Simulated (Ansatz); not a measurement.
# Current against voltage: S, between Ir atomic chains

Aim: the current at finite bias, with the potential solved under it.

Program: Ansatz 0.2.0. Level of theory: DFT PBE, plane waves, PAW; relaxation of a junction, electrodes held but for their tips, in the first sound run; inputs show where later runs differ. Results are calculated unless marked as measured.

**1. Starting point**

The cell holds 37 atoms: 36 Ir and 1 S. Its edges and angles: a = 6.000 Å, b = 6.000 Å, c = 96.923 Å, α = 90.0°, β = 90.0°, γ = 90.0°. Electrodes: Ir atomic chain; the apex atoms were set 4.723 Å apart. Regions: lower lead, 18 atoms (18 Ir); bridge, 1 atom (1 S); upper lead, 18 atoms (18 Ir). Vacuum lies along a, b and c.

**2. Relaxing the junction**

The bridge and the electrodes' tips relax, while 32 atoms stay at the lead's spacing, so that the ends still repeat as a lead. The cutoff is set under the files' recommended one to save time.

File input.yaml:

```yaml
crystal:
  lattice:
    - [6.0, 0.0, 0.0]
    - [0.0, 6.0, 0.0]
    - [0.0, 0.0, 96.9232]
  atoms:
    - { symbol: Ir, position: [0.5, 0.5, 0.0], spin: 1.0 }
    - { symbol: Ir, position: [0.5, 0.5, 0.023730129], spin: 1.0 }
    - { symbol: Ir, position: [0.5, 0.5, 0.047460257], spin: 1.0 }
    - { symbol: Ir, position: [0.5, 0.5, 0.071190386], spin: 1.0 }
    - { symbol: Ir, position: [0.5, 0.5, 0.094920514], spin: 1.0 }
    - { symbol: Ir, position: [0.5, 0.5, 0.118650643], spin: 1.0 }
    - { symbol: Ir, position: [0.5, 0.5, 0.142380772], spin: 1.0 }
    - { symbol: Ir, position: [0.5, 0.5, 0.1661109], spin: 1.0 }
    - { symbol: Ir, position: [0.5, 0.5, 0.189841029], spin: 1.0 }
    - { symbol: Ir, position: [0.5, 0.5, 0.213571157], spin: 1.0 }
    - { symbol: Ir, position: [0.5, 0.5, 0.237301286], spin: 1.0 }
    - { symbol: Ir, position: [0.5, 0.5, 0.261031415], spin: 1.0 }
    - { symbol: Ir, position: [0.5, 0.5, 0.284761543], spin: 1.0 }
    - { symbol: Ir, position: [0.5, 0.5, 0.308491672], spin: 1.0 }
    - { symbol: Ir, position: [0.5, 0.5, 0.3322218], spin: 1.0 }
    - { symbol: Ir, position: [0.5, 0.5, 0.355951929], spin: 1.0 }
    - { symbol: Ir, position: [0.5, 0.5, 0.379682058], spin: 1.0 }
    - { symbol: Ir, position: [0.5, 0.5, 0.403412186], spin: 1.0 }
    - { symbol: S, position: [0.5, 0.5, 0.427777869], spin: 0.4 }
    - { symbol: Ir, position: [0.5, 0.5, 0.452143553], spin: 1.0 }
    - { symbol: Ir, position: [0.5, 0.5, 0.475873681], spin: 1.0 }
    - { symbol: Ir, position: [0.5, 0.5, 0.49960381], spin: 1.0 }
    - { symbol: Ir, position: [0.5, 0.5, 0.523333939], spin: 1.0 }
    - { symbol: Ir, position: [0.5, 0.5, 0.547064067], spin: 1.0 }
    - { symbol: Ir, position: [0.5, 0.5, 0.570794196], spin: 1.0 }
    - { symbol: Ir, position: [0.5, 0.5, 0.594524324], spin: 1.0 }
    - { symbol: Ir, position: [0.5, 0.5, 0.618254453], spin: 1.0 }
    - { symbol: Ir, position: [0.5, 0.5, 0.641984582], spin: 1.0 }
    - { symbol: Ir, position: [0.5, 0.5, 0.66571471], spin: 1.0 }
    - { symbol: Ir, position: [0.5, 0.5, 0.689444839], spin: 1.0 }
    - { symbol: Ir, position: [0.5, 0.5, 0.713174967], spin: 1.0 }
    - { symbol: Ir, position: [0.5, 0.5, 0.736905096], spin: 1.0 }
    - { symbol: Ir, position: [0.5, 0.5, 0.760635225], spin: 1.0 }
    - { symbol: Ir, position: [0.5, 0.5, 0.784365353], spin: 1.0 }
    - { symbol: Ir, position: [0.5, 0.5, 0.808095482], spin: 1.0 }
    - { symbol: Ir, position: [0.5, 0.5, 0.83182561], spin: 1.0 }
    - { symbol: Ir, position: [0.5, 0.5, 0.855555739], spin: 1.0 }
magnetization:
  spin_polarized: true
kpoints:
  mp_grid: { grid: [1, 1, 1] }
scf:
  occupations: { method: fermi_dirac, width: 0.1 }
hamiltonian:
  xc: pbe
relax:
  constraints:
    - { sites: [0, 1, 2, 3, 4, 5, 6, 7, 8, 9, 10, 11, 12, 13, 14, 15, 21, 22, 23, 24, 25, 26, 27, 28, 29, 30, 31, 32, 33, 34, 35, 36] }
  f_tol: 0.07
  max_steps: 30
basis:
  ecutwfc: "340 eV"
```

The run is started by

```console
ansatz run input.yaml --threads 4 --pin off --max-ram 16384MiB --backend cpu --events-out ev --progress --plain --runs-dir out
```

Numbers of over 12 decimals in the logs are rounded to 6 here.

Log:

```text
Warning: basis.ecutwfc = 340 eV is below the records' recommended 420 eV, and the density's cutoff is lower with it unless basis.ecutrho_ratio is high enough to keep the records' density cutoff: compare with a run at a higher cutoff
Engine: ansatz 0.2.0, x86_64-unknown-linux-gnu
Pseudopotentials: kind: paw
Pseudopotential: Ir, paw, valence charge 17, recommended cutoff 420 eV (normal), Ir.paw.azcp
Pseudopotential: S, paw, valence charge 6, recommended cutoff 420 eV (normal), S.paw.azcp
Functional definition: PBE
  parameter kappa = 0.804
  parameter beta = 0.066725
  exchange = pbe_x(kappa = kappa, mu = beta*pi^2/3)
  correlation = pbe_c(beta = beta)
Crystal: 37 atoms, lattice volume = 3489.235 Å³
Basis set: ecut = 340 eV, 49439 PW (Γ), exchange–correlation on 80×80×1200 points (8 copies of the dense FFT grid, shifted against one another)
Bands: 393, of which v1, the nominal top of the filled ones, is band 309 counted from 1 (308 counted from 0)
Symmetry: 16 space group operations
Space group: P4/mmm (ITA 123), of the structure as read, at distance tolerance 1.5e-4 Å
Magnetic group: BNS 123.339 (UNI 999), of the structure as read, at distance tolerance 1.5e-4 Å
k-points: 1
Non-local potential: Ir, projectors of the file, l = 0: 3, l = 1: 2, l = 2: 2, l = 3: 1
Non-local potential: S, projectors of the file, l = 0: 2, l = 1: 2, l = 2: 2
PAW form: soft (Blöchl's): semilocal exchange-correlation on the pseudo side does not see the compensation charge
PAW one-centre angular grid: Ir, 590 points (default); XC on 64 Gauss nodes
PAW one-centre angular grid: S, 110 points (default); XC on 64 Gauss nodes
Initial density: superposition of atomic densities (neutral atoms: chi_scale 0, normalization atom)
Starting moments: Σ|m| = 36.4 μB on 37 of 37 sites
Initial wavefunctions: pseudopotential atomic-orbital guess
Functional: x = pbe(κ = 0.804, μ = 0.219515), c = pbe(β = 0.066725)
iter 1 solved again at ethr=1.86e-3 eV; its pass at ethr=3.10e-3 eV (dr2=1.15e1 eV) is discarded
SCF iter   1: F=—  HF=-430420.096029 eV  |F-HF|=—  |Δ(HF+E_count)|=         —  Δρ=1.36e-2 (↑1.36e-2 ↓8.71e-3)  dr2=1.17e1  dr2_m=2.10e0  M=34.379 μB ∫|m|=34.455 μB  β_m=0.30  ethr=1.86e-3  ⟨swp⟩=5.5  Hψ=4896  notcnv=0
Mixer restart at iter 1: flushing history
preconditioner: auto → none  [metal: Δε(μ)=0.026 eV  Ē_g=4.521 eV  σ=0.100 eV  W_gap=0.07  n_scr=454 (ndim 8)  ℏωp=11.4 eV  f_vac=0.590  D(μ)=82.17/eV (n_scr^D=462)  sad-step TF]
SCF iter   2: F=—  HF=-430427.815606 eV  |F-HF|=—  |Δ(HF+E_count)|=    7.72e0  Δρ=9.86e-3 (↑9.86e-3 ↓6.60e-3)  dr2=9.39e0  dr2_m=1.04e0  M=33.476 μB ∫|m|=33.583 μB  β_m=0.55  ethr=1.86e-3  ⟨swp⟩=1.0  Hψ=786  notcnv=0
SCF iter   3: F=—  HF=-430664.975235 eV  |F-HF|=—  |Δ(HF+E_count)|=    2.37e2  Δρ=5.27e-2 (↑4.64e-2 ↓5.27e-2)  dr2=1.54e5  dr2_m=2.52e0  M=26.722 μB ∫|m|=28.026 μB  β_m=0.26  ethr=1.52e-3  ⟨swp⟩=46.0  Hψ=19120  notcnv=0  defer=48  recentre
SCF iter   4: F=—  HF=-430448.466633 eV  |F-HF|=—  |Δ(HF+E_count)|=    2.17e2  Δρ=1.62e-2 (↑1.01e-2 ↓1.62e-2)  dr2=4.75e3  dr2_m=8.01e-1  M=30.320 μB ∫|m|=30.693 μB  β_m=0.17  ethr=1.52e-3  ⟨swp⟩=21.5  Hψ=11187  notcnv=0  defer=22
SCF iter   5: F=—  HF=-430441.836252 eV  |F-HF|=—  |Δ(HF+E_count)|=    6.63e0  Δρ=1.01e-2 (↑6.49e-3 ↓1.01e-2)  dr2=6.56e2  dr2_m=4.44e-1  M=31.108 μB ∫|m|=31.289 μB  β_m=0.10  ethr=1.52e-3  ⟨swp⟩=8.5  Hψ=1084  notcnv=0  defer=58
SCF iter   6: F=—  HF=-430439.117458 eV  |F-HF|=—  |Δ(HF+E_count)|=    2.72e0  Δρ=5.05e-3 (↑2.77e-3 ↓5.05e-3)  dr2=4.54e1  dr2_m=1.74e-1  M=31.093 μB ∫|m|=31.243 μB  β_m=0.07  ethr=1.52e-3  ⟨swp⟩=6.0  Hψ=1471  notcnv=0  defer=66
SCF iter   7: F=—  HF=-430438.804851 eV  |F-HF|=—  |Δ(HF+E_count)|=         —  Δρ=4.00e-3 (↑3.53e-3 ↓4.00e-3)  dr2=9.20e0  dr2_m=3.59e-1  M=28.404 μB ∫|m|=28.638 μB  β_m=1.00  ethr=1.52e-3  ⟨swp⟩=6.0  Hψ=1378  notcnv=0  defer=65  κ⁻¹=7.3e-7(r=5)
SCF iter   8: F=—  HF=-430441.467525 eV  |F-HF|=—  |Δ(HF+E_count)|=    2.66e0  Δρ=1.07e-2 (↑4.77e-3 ↓1.07e-2)  dr2=1.32e2  dr2_m=4.24e-1  M=26.649 μB ∫|m|=26.990 μB  β_m=0.07  ethr=8.09e-6  ⟨swp⟩=7.0  Hψ=2513  notcnv=0  defer=61
SCF iter   9: F=—  HF=-430440.504165 eV  |F-HF|=—  |Δ(HF+E_count)|=   9.63e-1  Δρ=9.87e-3 (↑4.08e-3 ↓9.87e-3)  dr2=1.41e2  dr2_m=4.02e-1  M=26.039 μB ∫|m|=26.430 μB  β_m=0.05  ethr=8.09e-6  ⟨swp⟩=7.0  Hψ=2644  notcnv=0  defer=62
SCF iter  10: F=—  HF=-430439.241615 eV  |F-HF|=—  |Δ(HF+E_count)|=    1.26e0  Δρ=4.27e-3 (↑1.77e-3 ↓4.27e-3)  dr2=1.99e1  dr2_m=9.73e-2  M=25.942 μB ∫|m|=26.309 μB  β_m=0.07  ethr=8.09e-6  ⟨swp⟩=4.0  Hψ=1732  notcnv=0  defer=62
SCF iter  11: F=—  HF=-430439.076139 eV  |F-HF|=—  |Δ(HF+E_count)|=   1.65e-1  Δρ=2.26e-3 (↑1.10e-3 ↓2.26e-3)  dr2=4.18e0  dr2_m=4.55e-2  M=25.806 μB ∫|m|=26.182 μB  β_m=0.08  ethr=8.09e-6  ⟨swp⟩=3.5  Hψ=1210  notcnv=0  defer=62
SCF iter  12: F=—  HF=-430439.012653 eV  |F-HF|=—  |Δ(HF+E_count)|=   6.35e-2  Δρ=1.34e-3 (↑9.35e-4 ↓1.34e-3)  dr2=1.97e0  dr2_m=2.73e-2  M=25.724 μB ∫|m|=26.101 μB  β_m=0.10  ethr=8.09e-6  ⟨swp⟩=2.5  Hψ=1285  notcnv=0  defer=62
SCF iter  13: F=—  HF=-430438.922417 eV  |F-HF|=—  |Δ(HF+E_count)|=   9.02e-2  Δρ=1.23e-3 (↑1.01e-3 ↓1.23e-3)  dr2=4.15e0  dr2_m=2.17e-2  M=25.468 μB ∫|m|=25.851 μB  β_m=0.10  ethr=8.09e-6  ⟨swp⟩=3.0  Hψ=1268  notcnv=0  defer=64
SCF iter  14: F=—  HF=-430439.001126 eV  |F-HF|=—  |Δ(HF+E_count)|=   7.87e-2  Δρ=2.22e-3 (↑1.12e-3 ↓2.22e-3)  dr2=4.84e1  dr2_m=3.56e-2  M=25.458 μB ∫|m|=25.876 μB  β_m=0.02  ethr=8.09e-6  ⟨swp⟩=4.5  Hψ=1257  notcnv=0  defer=62  recentre
SCF iter  15: F=—  HF=-430438.874810 eV  |F-HF|=—  |Δ(HF+E_count)|=   1.26e-1  Δρ=9.34e-4 (↑8.63e-4 ↓9.34e-4)  dr2=1.54e0  dr2_m=1.68e-2  M=25.450 μB ∫|m|=25.840 μB  β_m=0.03  ethr=8.09e-6  ⟨swp⟩=4.0  Hψ=1229  notcnv=0  defer=62
SCF iter  16: F=—  HF=-430438.839080 eV  |F-HF|=—  |Δ(HF+E_count)|=   3.57e-2  Δρ=9.02e-4 (↑9.02e-4 ↓7.12e-4)  dr2=1.71e0  dr2_m=1.04e-2  M=25.245 μB ∫|m|=25.653 μB  β_m=0.03  ethr=8.09e-6  ⟨swp⟩=3.0  Hψ=1317  notcnv=0  defer=62
SCF iter  17: F=—  HF=-430438.826803 eV  |F-HF|=—  |Δ(HF+E_count)|=   1.23e-2  Δρ=8.39e-4 (↑8.39e-4 ↓7.38e-4)  dr2=1.55e-1  dr2_m=1.08e-2  M=25.205 μB ∫|m|=25.622 μB  β_m=0.04  ethr=8.09e-6  ⟨swp⟩=2.0  Hψ=809  notcnv=0  defer=62
SCF iter  18: F=—  HF=-430438.825415 eV  |F-HF|=—  |Δ(HF+E_count)|=   1.39e-3  Δρ=7.01e-4 (↑7.01e-4 ↓6.10e-4)  dr2=3.89e-2  dr2_m=7.81e-3  M=25.119 μB ∫|m|=25.543 μB  β_m=0.08  ethr=8.09e-6  ⟨swp⟩=1.5  Hψ=787  notcnv=0  defer=62
SCF iter  19: F=—  HF=-430438.834673 eV  |F-HF|=—  |Δ(HF+E_count)|=   9.26e-3  Δρ=5.42e-4 (↑5.19e-4 ↓5.42e-4)  dr2=1.23e-1  dr2_m=5.43e-3  M=25.009 μB ∫|m|=25.443 μB  β_m=0.08  ethr=6.29e-6  ⟨swp⟩=1.0  Hψ=786  notcnv=0  defer=62
[...]
SCF iter  84: F=—  HF=-430439.063747 eV  |F-HF|=—  |Δ(HF+E_count)|=   2.68e-8  Δρ=5.63e-6 (↑3.36e-6 ↓5.63e-6)  dr2=1.30e-5  dr2_m=3.48e-7  M=25.307 μB ∫|m|=25.850 μB  β_m=0.11  ethr=2.82e-10  ⟨swp⟩=2.0  Hψ=1056  notcnv=0  defer=55
SCF iter  85: F=—  HF=-430439.063747 eV  |F-HF|=—  |Δ(HF+E_count)|=   3.98e-7  Δρ=5.26e-6 (↑2.84e-6 ↓5.26e-6)  dr2=1.36e-5  dr2_m=2.90e-7  M=25.307 μB ∫|m|=25.849 μB  β_m=0.11  ethr=2.82e-10  ⟨swp⟩=1.0  Hψ=786  notcnv=0  defer=55
SCF iter  86: F=—  HF=-430439.063748 eV  |F-HF|=—  |Δ(HF+E_count)|=   2.68e-7  Δρ=4.27e-6 (↑2.46e-6 ↓4.27e-6)  dr2=5.66e-6  dr2_m=2.02e-7  M=25.306 μB ∫|m|=25.849 μB  β_m=0.10  ethr=2.82e-10  ⟨swp⟩=1.5  Hψ=790  notcnv=0  defer=55
SCF iter  87: F=—  HF=-430439.063749 eV  |F-HF|=—  |Δ(HF+E_count)|=   8.97e-7  Δρ=4.01e-6 (↑1.90e-6 ↓4.01e-6)  dr2=3.53e-5  dr2_m=1.64e-7  M=25.306 μB ∫|m|=25.849 μB  β_m=0.07  ethr=2.82e-10  ⟨swp⟩=1.0  Hψ=786  notcnv=0  defer=55  recentre
SCF iter  88: F=—  HF=-430439.063749 eV  |F-HF|=—  |Δ(HF+E_count)|=   1.08e-7  Δρ=4.38e-6 (↑1.55e-6 ↓4.38e-6)  dr2=1.04e-5  dr2_m=1.97e-7  M=25.306 μB ∫|m|=25.849 μB  β_m=0.05  ethr=2.82e-10  ⟨swp⟩=1.0  Hψ=786  notcnv=0  defer=55
SCF iter  89: F=—  HF=-430439.063749 eV  |F-HF|=—  |Δ(HF+E_count)|=   2.70e-7  Δρ=3.57e-6 (↑1.68e-6 ↓3.57e-6)  dr2=4.81e-6  dr2_m=1.33e-7  M=25.306 μB ∫|m|=25.849 μB  β_m=0.05  ethr=2.82e-10  ⟨swp⟩=1.0  Hψ=786  notcnv=0  defer=55
SCF iter  90: F=—  HF=-430439.063749 eV  |F-HF|=—  |Δ(HF+E_count)|=   2.04e-7  Δρ=3.36e-6 (↑1.76e-6 ↓3.36e-6)  dr2=6.51e-7  dr2_m=1.24e-7  M=25.307 μB ∫|m|=25.849 μB  β_m=0.09  ethr=2.82e-10  ⟨swp⟩=1.0  Hψ=786  notcnv=0  defer=55
SCF iter  91: F=—  HF=-430439.063749 eV  |F-HF|=—  |Δ(HF+E_count)|=   3.73e-8  Δρ=3.05e-6 (↑1.55e-6 ↓3.05e-6)  dr2=2.20e-5  dr2_m=9.07e-8  M=25.306 μB ∫|m|=25.849 μB  β_m=0.06  ethr=1.05e-10  ⟨swp⟩=1.0  Hψ=786  notcnv=0  defer=55  recentre
SCF iter  92: F=—  HF=-430439.063749 eV  |F-HF|=—  |Δ(HF+E_count)|=   9.20e-9  Δρ=2.90e-6 (↑1.45e-6 ↓2.90e-6)  dr2=6.35e-6  dr2_m=9.18e-8  M=25.307 μB ∫|m|=25.849 μB  β_m=0.05  ethr=1.05e-10  ⟨swp⟩=1.0  Hψ=786  notcnv=0  defer=55
SCF iter  93: F=—  HF=-430439.063749 eV  |F-HF|=—  |Δ(HF+E_count)|=   3.58e-8  Δρ=2.69e-6 (↑1.59e-6 ↓2.69e-6)  dr2=1.08e-5  dr2_m=8.26e-8  M=25.307 μB ∫|m|=25.850 μB  β_m=0.04  ethr=1.05e-10  ⟨swp⟩=1.0  Hψ=786  notcnv=0  defer=55
SCF iter  94: F=—  HF=-430439.063749 eV  |F-HF|=—  |Δ(HF+E_count)|=   5.43e-8  Δρ=2.54e-6 (↑1.67e-6 ↓2.54e-6)  dr2=2.66e-7  dr2_m=8.45e-8  M=25.307 μB ∫|m|=25.850 μB  β_m=0.17  ethr=1.05e-10  ⟨swp⟩=1.0  Hψ=786  notcnv=0  defer=55
SCF iter  95: F=—  HF=-430439.063749 eV  |F-HF|=—  |Δ(HF+E_count)|=   8.79e-9  Δρ=1.73e-6 (↑1.51e-6 ↓1.73e-6)  dr2=1.78e-6  dr2_m=4.69e-8  M=25.307 μB ∫|m|=25.850 μB  β_m=0.21  ethr=4.31e-11  ⟨swp⟩=1.0  Hψ=786  notcnv=0  defer=55  recentre
SCF iter  96: F=—  HF=-430439.063749 eV  |F-HF|=—  |Δ(HF+E_count)|=   4.77e-8  Δρ=1.59e-6 (↑1.22e-6 ↓1.59e-6)  dr2=1.41e-6  dr2_m=2.93e-8  M=25.308 μB ∫|m|=25.850 μB  β_m=0.16  ethr=4.31e-11  ⟨swp⟩=2.5  Hψ=1146  notcnv=0  defer=55
SCF iter  97: F=—  HF=-430439.063749 eV  |F-HF|=—  |Δ(HF+E_count)|=   5.23e-8  Δρ=1.43e-6 (↑9.79e-7 ↓1.43e-6)  dr2=1.53e-6  dr2_m=2.35e-8  M=25.308 μB ∫|m|=25.850 μB  β_m=0.12  ethr=4.31e-11  ⟨swp⟩=1.5  Hψ=787  notcnv=0  defer=55
SCF iter  98: F=—  HF=-430439.063749 eV  |F-HF|=—  |Δ(HF+E_count)|=   5.30e-8  Δρ=1.84e-6 (↑9.26e-7 ↓1.84e-6)  dr2=8.49e-6  dr2_m=2.40e-8  M=25.308 μB ∫|m|=25.850 μB  β_m=0.07  ethr=4.31e-11  ⟨swp⟩=1.0  Hψ=1580  notcnv=0  recentre
SCF iter  99: F=—  HF=-430439.063749 eV  |F-HF|=—  |Δ(HF+E_count)|=   2.70e-8  Δρ=1.13e-6 (↑7.34e-7 ↓1.13e-6)  dr2=6.07e-7  dr2_m=1.50e-8  M=25.308 μB ∫|m|=25.850 μB  β_m=0.07  ethr=4.31e-11  ⟨swp⟩=1.0  Hψ=1580  notcnv=0
SCF iter 100: F=—  HF=-430439.063749 eV  |F-HF|=—  |Δ(HF+E_count)|=   3.77e-8  Δρ=9.04e-7 (↑5.92e-7 ↓9.04e-7)  dr2=4.82e-7  dr2_m=7.75e-9  M=25.308 μB ∫|m|=25.850 μB  β_m=0.06  ethr=4.31e-11  ⟨swp⟩=1.0  Hψ=1584  notcnv=0
SCF converged after 18 iterations
Magnetization: 25.3074 μB (321.6537 up, 296.3463 down)
Absolute magnetization: 25.8461 μB (∫|ρ↑−ρ↓|, with the PAW one-centre terms)
Spin contamination: 0.3777 ħ² per cell (⟨S²⟩ above its minimum at these occupations)
Per-site moments (μB) at R_I (Å): [(1.007964, 0.948750), (0.595066, 0.948750), (0.179443, 0.948750), (0.443039, 0.948750), (0.621913, 0.948750), (0.417873, 0.948750), (0.327569, 0.948750), (0.495058, 0.948750), (0.515437, 0.948750), (0.405329, 0.948750), (0.408264, 0.948750), (0.470209, 0.948750), (0.488588, 0.948750), (0.445436, 0.948750), (0.382135, 0.948750), (0.448151, 0.948750), (0.730479, 0.970255), (0.579095,  [...]
Free energy (F): -430439.063749 eV
Harris-Foulkes:  -430439.063749 eV  (|F-HF|=7.09e-8)
Internal energy: -430436.174356 eV  (E = F + TS)
E sigma→0 (E₀):  -430437.619052 eV
Entropy (-TS):   -2.889394 eV (-78.092 meV/atom)
Fermi energy:    -1.156044 eV
--- Per-component energies (eV) ---
  E_band       = -18437.054682
  E_kinetic    = 22380.602184
  E_local      = -339895.532302  (includes V_loc(G=0)·N_el)
  E_nonlocal   = 2775.065643
  E_hartree    = 157677.839560
  E_xc         = -9570.459211
  E_vxc        = -10646.919769  (∫ρ·V_xc dr)
  E_paw        = -332676.453930  (= ΣΔE_a)
  E_vpaw       = -8405.917303  (= ΣTr[D̂ρ^β])
  E_aug_tail   = 0.018381  (compensation charges beyond the density's cutoff)
  E_ewald      = 68872.745320
  E_smearing   = -2.889394  (= −TS)
  E_closure    = 0.000000  (closes the sum)
  Σ components = -430439.063749   (vs F -430439.063749, Δ=0.00e0)
--- Forces (eV/Å), atoms counted from 1 ---
  atom   1  Ir     0.00000000     0.00000000     1.39065464
  atom   2  Ir    -0.00000000     0.00000000    -0.36493564
  atom   3  Ir     0.00000000     0.00000000    -1.00674010
[...]
atom  26  Ir     0.00000000     0.00000000     0.13375757
  atom  27  Ir     0.00000000     0.00000000     0.00816682
  atom  28  Ir     0.00000000     0.00000000    -0.10209771
  atom  29  Ir     0.00000000     0.00000000    -0.01082459
  atom  30  Ir    -0.00000000     0.00000000     0.04496311
  atom  31  Ir    -0.00000000     0.00000000     0.07743499
  atom  32  Ir     0.00000000     0.00000000    -0.00271973
  atom  33  Ir    -0.00000000    -0.00000000    -0.27829434
  atom  34  Ir     0.00000000     0.00000000    -0.06757158
  atom  35  Ir     0.00000000     0.00000000     1.00674010
  atom  36  Ir    -0.00000000     0.00000000     0.36493564
  atom  37  Ir     0.00000000     0.00000000    -1.39065464
  max |Σ_I F_I| component: 2.22e-16 eV/Å
--- Band table (eV) ---
  k-point 0 ↑: bands = [... 305 lower, -1.5348, -1.5348, -1.5281, -1.4809, -1.4808, -1.4790, -1.4789, -1.4458, ... 80 higher]
  k-point 0 ↓: bands = [... 305 lower, -1.0170, -1.0158, -1.0012, -0.9989, -0.9602, -0.9584, -0.9468, -0.9459, ... 80 higher]
--- Relaxed structure (4 steps of the walk, 4 accepted, 0 SCFs on fresh bases) ---
  F+E_penalty+E_count = -430439.06374932 eV   max|allowed force component| = 3.469e-2 eV/Å
  atoms:
    - { symbol: Ir, position: [0.5, 0.5, -1.3513530525444429e-11] }
    - { symbol: Ir, position: [0.5, 0.5, 0.023730] }
    - { symbol: Ir, position: [0.5, 0.5, 0.047460] }
    - { symbol: Ir, position: [0.5, 0.5, 0.071190] }
[...]
- { symbol: S, position: [0.5, 0.5, 0.427778] }
[...]
- { symbol: Ir, position: [0.5, 0.5, 0.594524] }
    - { symbol: Ir, position: [0.5, 0.5, 0.618254] }
    - { symbol: Ir, position: [0.5, 0.5, 0.641985] }
    - { symbol: Ir, position: [0.5, 0.5, 0.665715] }
    - { symbol: Ir, position: [0.5, 0.5, 0.689445] }
    - { symbol: Ir, position: [0.5, 0.5, 0.713175] }
    - { symbol: Ir, position: [0.5, 0.5, 0.736905] }
    - { symbol: Ir, position: [0.5, 0.5, 0.760635] }
    - { symbol: Ir, position: [0.5, 0.5, 0.784365] }
    - { symbol: Ir, position: [0.5, 0.5, 0.808095] }
    - { symbol: Ir, position: [0.5, 0.5, 0.831826] }
    - { symbol: Ir, position: [0.5, 0.5, 0.855556] }
```

It took 18 min on 4 threads of Intel Xeon Platinum 8375C at 2.90GHz (Ice Lake), shared host; peak memory 5.9 GiB.

(Continued in part 2 of 3.)

[Logs are printed without paths, hosts, clocks, repeated set-up lines and the standing remarks that a program may print on its own settings, such as how far it seeks lower states.]

[Hosts, paths, dates, database ids (printed as entryN), source tags and the programs' standing remarks are cut or masked in the printed files.]
